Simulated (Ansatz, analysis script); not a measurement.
# Free-standing square Rh monolayer, spacing 2.603 Å: moments against in-plane size, part 2 of 2

Aim: follow the moments and energy of a free-standing square Rh monolayer, spacing 2.603 Å as the cell is scaled, from three starts.

Ansatz 0.2.0; PBE, PAW set soft_1.

So far. Step 8 (Factor 1.25, typed moments): It ends ferromagnetic, with 1.50 μB on the largest site.

**9. Factor 1.36, no spin**

Level of this step: Ansatz DFT without spin polarisation; PBE, PAW set soft_1; PAW set soft_1 (Ansatz).

input.yaml

```yaml
crystal:
  lattice:
    - [3.03559356, 0.0, 0.0]
    - [0.0, 3.03559356, 0.0]
    - [0.0, 0.0, 14.0]
  atoms:
    - { symbol: Rh, position: [0.0, 0.0, 0.5] }
kpoints:
  mp_grid: { grid: [22, 22, 1] }
hamiltonian:
  xc: pbe
  pseudopotentials: { kind: paw, azcp: { folder: soft_1 } }
scf:
  occupations: { method: fermi_dirac, width: 0.05 }
  max_iter: 120
  convergence: { dr2_threshold: 1.0e-08 }
basis:
  ecutwfc: 420.0
output:
  stress: true
```

The run is started by

```
$ ansatz run input.yaml --threads 1 --pin off --max-ram 2560MiB --backend cpu --events-out ev --progress --plain --runs-dir out
```

Numbers of over 12 decimals in the logs are rounded to 6 here.

The log of the run:

```text
[...]
Crystal: 1 atoms, lattice volume = 129.008 Å³
Basis set: ecut = 420 eV, 2471 PW (Γ)
Bands: 13, of which v1, the nominal top of the filled ones, is band 9 counted from 1 (8 counted from 0)
Symmetry: 16 space group operations
[...]
k-points: 78 of 484
[...]
SCF iter   9: F=-6399.486851 eV  HF=-6399.486851 eV  |F-HF|=5.18e-10  |Δ(HF+E_count)|=   2.03e-8  Δρ=1.05e-6  dr2=7.48e-10  ethr=5.88e-11  ⟨swp⟩=4.7  Hψ=3223  notcnv=0
SCF 1 converged in 9 iterations: F = -6399.486851 eV  dr2 = 7.48e-10
[...]
SCF converged after 9 iterations
Free energy (F): -6399.486851 eV
[...]
Internal energy: -6399.429067 eV  (E = F + TS)
E sigma→0 (E₀):  -6399.457959 eV
Entropy (-TS):   -0.057784 eV (-57.784 meV/atom)
Fermi energy:    -2.447292 eV
[...]
--- Stress (GPa, compression-positive) ---
       -5.900612       0.000000       0.000000
        0.000000      -5.900612       0.000000
        0.000000       0.000000      -0.000211
  P = ⅓ Tr σ = -3.9338 GPa (-39.338 kbar)
```

Run time: 22 s. Hardware: 1 thread of Intel Xeon at 2.50GHz (Skylake/Cascade Lake), shared host; peak memory 0.41 GiB.

This is the reference without moments at this size.

The other 18 runs of this kind were made alike; their results stand in the table below.

**10. A run with settings changed**

A test of how the program answers to a changed input.

input.yaml, the sections that differ from step 9:

```yaml
crystal:
  lattice:
    - [2.32819398, 0.0, 0.0]
    - [0.0, 2.32819398, 0.0]
    - [0.0, 0.0, 14.0]
  atoms:
    - { symbol: Rh, position: [0.0, 0.0, 0.5], spin: 1.0 }
magnetization:
  spin_polarized: true
scf:
  occupations: { method: fermi_dirac, width: 0.05 }
  max_iter: 120
  convergence: { dr2_threshold: 1.0e-08 }
  lower_state_search: "off"
basis:
  ecutwfc: 30
# kpoints, hamiltonian, output: as in step 9
```

The run is started by

```
$ ansatz run input.yaml --threads 2 --pin off --max-ram 5120MiB --backend cpu --events-out ev --progress --plain --runs-dir out
```

The log of the run:

```text
Warning: basis.ecutwfc = 30 eV is below the records' recommended 420 eV, and the density's cutoff is lower with it unless basis.ecutrho_ratio is high enough to keep the records' density cutoff: compare with a run at a higher cutoff
[...]
Warning: basis.ecutrho_ratio 4 (ecutrho = 120 eV, dense FFT grid 8×8×27): the grid does not resolve the core-correction charge of Rh (measure 1.80 e/Å^2.5); warned from 0.08. The energy and each atom's force then go with where the atoms sit on the grid: [figures from the program's tests cut] If this deck is also warned that a cutoff or its ratio is below what is recommended, mend that before anything below. First try basis.xc_grid, which is 1 on this run (the dense grid itself), where it is not refused (2, then 3). Above 1 the core-correction charge is laid on the exchange–correlation grid, and this warning is never given, whether or not the level is enough: [rest of the remark cut]
[...]
Crystal: 1 atoms, lattice volume = 75.887 Å³
Basis set: ecut = 30 eV, 25 PW (Γ)
Bands: 13, of which v1, the nominal top of the filled ones, is band 9 counted from 1 (8 counted from 0)
Symmetry: 16 space group operations
[...]
k-points: 78 of 484
[...]
Starting moments: Σ|m| = 1 μB on 1 of 1 site
[...]
SCF iter   1: F=—  HF=-5990.420392 eV  |F-HF|=—  |Δ(HF+E_count)|=         —  Δρ=4.81e-1 (↑4.81e-1 ↓4.22e-1)  dr2=1.95e3  dr2_m=6.51e-1  M=0.129 μB ∫|m|=0.130 μB  β_m=0.30  ethr=3.10e-3  ⟨swp⟩=1.0  Hψ=4432  notcnv=0
[...]
SCF iter  16: F=-4947.017476 eV  HF=-4947.017476 eV  |F-HF|=2.73e-12  |Δ(HF+E_count)|=  7.51e-10  Δρ=6.52e-9 (↑6.52e-9 ↓6.12e-9)  dr2=8.14e-13  dr2_m=6.24e-17  M=-0.000 μB ∫|m|=0.000 μB  ethr=5.88e-12  ⟨swp⟩=1.4  Hψ=5495  notcnv=0
[...]
SCF 1 converged in 16 iterations: F = -4947.017476 eV  dr2 = 8.14e-13
[...]
SCF converged after 16 iterations
Magnetization: -0.0000 μB (8.5000 up, 8.5000 down)
Absolute magnetization: 0.0000 μB (∫|ρ↑−ρ↓|, with the PAW one-centre terms)
[...]
Per-site moments (μB) at R_I (Å): [(-9.446190135960948e-12, 0.960380)]
Free energy (F): -4947.017476 eV
[...]
Internal energy: -4947.015227 eV  (E = F + TS)
E sigma→0 (E₀):  -4947.016351 eV
Entropy (-TS):   -0.002249 eV (-2.249 meV/atom)
Fermi energy:    13.462393 eV
[...]
--- Stress (GPa, compression-positive) ---
      340.434149       0.000000      -0.000000
        0.000000     340.434149      -0.000000
       -0.000000      -0.000000   -3364.825918
  P = ⅓ Tr σ = -894.6525 GPa (-8946.525 kbar)
```

Elapsed: 6.4 s, on 2 threads; peak memory 0.24 GiB; 3.9 s of CPU time.

The run finished. A setting was moved off its sound value on purpose, so it serves as a test and not as the result.

The fault put into the input: a cutoff far too low (basis.ecutwfc = 30).

The net spin moment of the cell is 0 μB, against 0 μB in the run that it repeats (step 4), and the free energy moves by 1.5e6 meV an atom.

**11. Analysis**

| factor | E typed (meV/atom) | E small | E no spin | largest moment, typed (μB) | small | state, typed | state, small |
| --- | --- | --- | --- | --- | --- | --- | --- |
| 0.8 | 128.7 | 128.7 | 128.7 | 0.00 | 0.00 | non-magnetic | non-magnetic |
| 0.87 | 0.0 | 0.0 | 0.0 | 0.13 | 0.13 | weakly spin-polarised | weakly spin-polarised |
| 0.94 | 71.5 | 71.5 | 82.3 | 0.84 | 0.84 | ferromagnetic | ferromagnetic |
| 1 | 200.6 | 200.6 | 245.4 | 1.17 | 1.17 | ferromagnetic | ferromagnetic |
| 1.07 | 403.8 | 403.8 | 491.1 | 1.32 | 1.32 | ferromagnetic | ferromagnetic |
| 1.15 | 670.0 | 670.0 | 802.4 | 1.44 | 1.44 | ferromagnetic | ferromagnetic |
| 1.25 | 1017.9 | 1017.9 | 1194.1 | 1.50 | 1.50 | ferromagnetic | ferromagnetic |
| 1.36 | 1386.4 | 1386.4 | 1598.1 | 1.57 | 1.57 | ferromagnetic | ferromagnetic |

**12. Summary of results**

| Quantity | Value |
| --- | --- |
| lowest run | factor 0.87, typed moments |
| largest moment, typed start | 0 μB at 0.8 to 1.57 μB at 1.36 |
| gain by magnetism | 0.0 to 211.7 meV/atom |

**Reading.** From a factor of 0.8 to 1.36 the largest moment goes from 0 to 1.57 μB. The moment is lost at factors of 0.8 or less among those run. Site moments are taken in spheres that grow with the cell. It rises fastest, by 0.71 μB between 0.87 and 0.94; the grid is too coarse to tell a step from a steep rise. Both magnetic starts, which share one pattern of signs, end on one state at every size; other orders were not tried. The cell's shape and the atoms were not relaxed. The 24 scaled-cell runs took 15 min of wall time, added up.

[Logs and program files are shortened in this print: banners, set-up blocks, solver, clock and traceback lines can be left out without a mark of their own.]

[Logs are printed without paths, hosts, clocks, repeated set-up lines and the standing remarks that a program may print on its own settings, such as how far it seeks lower states.]

[Hosts, paths, dates, database ids (printed as entryN), source tags and the programs' standing remarks are cut or masked in the printed files.]

[Where the input sets lower_state_search to off, the program did not look for lower states, so one may exist.]
